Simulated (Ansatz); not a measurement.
# A thicker film of KZnF3 (001), ZnF2 faces from two thinner ones

In a field along its normal an insulating film takes a dipole p. Written as a length, p/(ε₀AE), it should grow by 1 − 1/ε for each ångström added.

Set-up. Ansatz 0.2.0, plane waves with PAW datasets (its set soft_2), PBE; perovskite films relaxed at a bulk in-plane lattice constant near the measured one, then held in weak fields of both signs with a dipole correction (A is the cell's area, E the outer field).

```
    run  distance between the outer atoms (Å)  p/(ε₀AE) (Å)
2 units                                 8.483         6.377
3 units                                12.680         8.811
5 units                                21.072             ?
```

Q: Estimate the withheld value from the rows shown.

Two rows fix a line: slope = (8.811 − 6.377) / (12.680 − 8.483) = 0.5799, intercept 1.4578. That slope means ε = 1/(1 − 0.5799) = 2.38. At 21.072 it gives 0.5799 × 21.072 + 1.4578 = 13.677 Å, beyond the rows fitted. Rounding of the rows alone allows about ±0.004 Å there; two rows can't show whether the line holds.

The run itself gives 13.680 Å: a miss of +0.003 Å, or 0.0 % of the value. The length is met to within 1 %, though ε is more sensitive than the length: the two thickest films give ε = 2.38.

**Limits.** This is the electronic response alone. A unit is one step of the cut along the normal (a plane, a pair of planes or a cell), and the layers relax along it, away from their bulk spacing where the functional's lattice constant differs from the one held.

[Logs are printed without paths, hosts, clocks, repeated set-up lines and the standing remarks that a program may print on its own settings, such as how far it seeks lower states.]
